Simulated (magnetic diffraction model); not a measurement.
# Moment size from magnetic intensity in HoBPb2

Space group P6_222 (no. 180), a = 6.2370 Å, c = 9.2430 Å.

```
site  atom       x       y    z
  6j    Pb  0.3159  0.1580  1/6
  3d    Ho       0     1/2  1/6
  3c     B       0     1/2  2/3
```

This is a made-up structure (elements placed in a structure type, unrelaxed), so the numbers test the method and describe no known phase.

Only Ho is taken to order (form factors of Ho3+); orders and moment sizes are assumed, and not adapted to the symmetry. Radiation: neutrons of λ = 1.8 Å (absorption by B left out), 5° to 50°; isotropic B of 0.07 Å² (Pb), 0.12 Å² (Ho) and 0.16 Å² (B). Simulated constant-wavelength pattern: nuclear and magnetic terms add, the magnetic one as |2.695 fm × Σ f S⊥ exp(2πi Q·r) exp(−B s²)|², summed over all Q at one angle with the factor 1/(sin²θ cos θ). For collinear order S is the moment m, which repeats by lattice and centring translations R with the sign exp(−2πi k·R). Free-ion form factors, Sears's scattering lengths of 1992, no absorption; a label names one of the reflections at its angle. The strongest nuclear line in the range is 100, and lines under 0.2 are left out.

In a first state the assumed order is k = (0 0 0), collinear moments along [120], 5.8 μB on Ho; signs + at (0, 1/2, 1/6), − at (1/2, 0, 1/2), − at (1/2, 1/2, 5/6), with this pattern:

| 2θ (°) | index | nuclear | magnetic |
| --- | --- | --- | --- |
| 11.18 | (0 0 1) | 0.0 | 47.1 |
| 19.18 | (1 0 0) | 0.0 | 29.0 |
| 22.25 | (1 0 1) | 11.8 | 24.2 |
| 22.46 | (0 0 2) | 0.0 | 11.1 |
| 29.70 | (1 0 2) | 3.4 | 17.8 |
| 33.55 | (1 1 0) | 17.4 | 4.0 |
| 33.97 | (0 0 3) | 23.7 | 1.1 |
| 35.47 | (1 1 1) | 57.7 | 10.8 |
| 38.93 | (2 0 0) | 1.9 | 1.2 |
| 39.30 | (1 0 3) | 2.8 | 16.3 |
| 40.63 | (2 0 1) | 0.7 | 9.6 |
| 40.75 | (1 1 2) | 100.0 | 8.8 |
| 45.41 | (2 0 2) | 0.5 | 8.6 |
| 45.84 | (0 0 4) | 0.0 | 2.2 |
| 48.49 | (1 1 3) | 8.0 | 7.1 |

**Question.** Nearer the ordering temperature the line at 11.18° has total intensity 4.2 on the same scale, and all moments have shrunk alike. How large is the Ho moment?

The nuclear part, 0.0, stays, so the magnetic part is 4.2 against 47.1. It goes as m², so m = 5.8 × √(4.2/47.1) = 1.73 μB; the value used was 1.74 μB.

[Logs are printed without paths, hosts, clocks, repeated set-up lines and the standing remarks that a program may print on its own settings, such as how far it seeks lower states.]
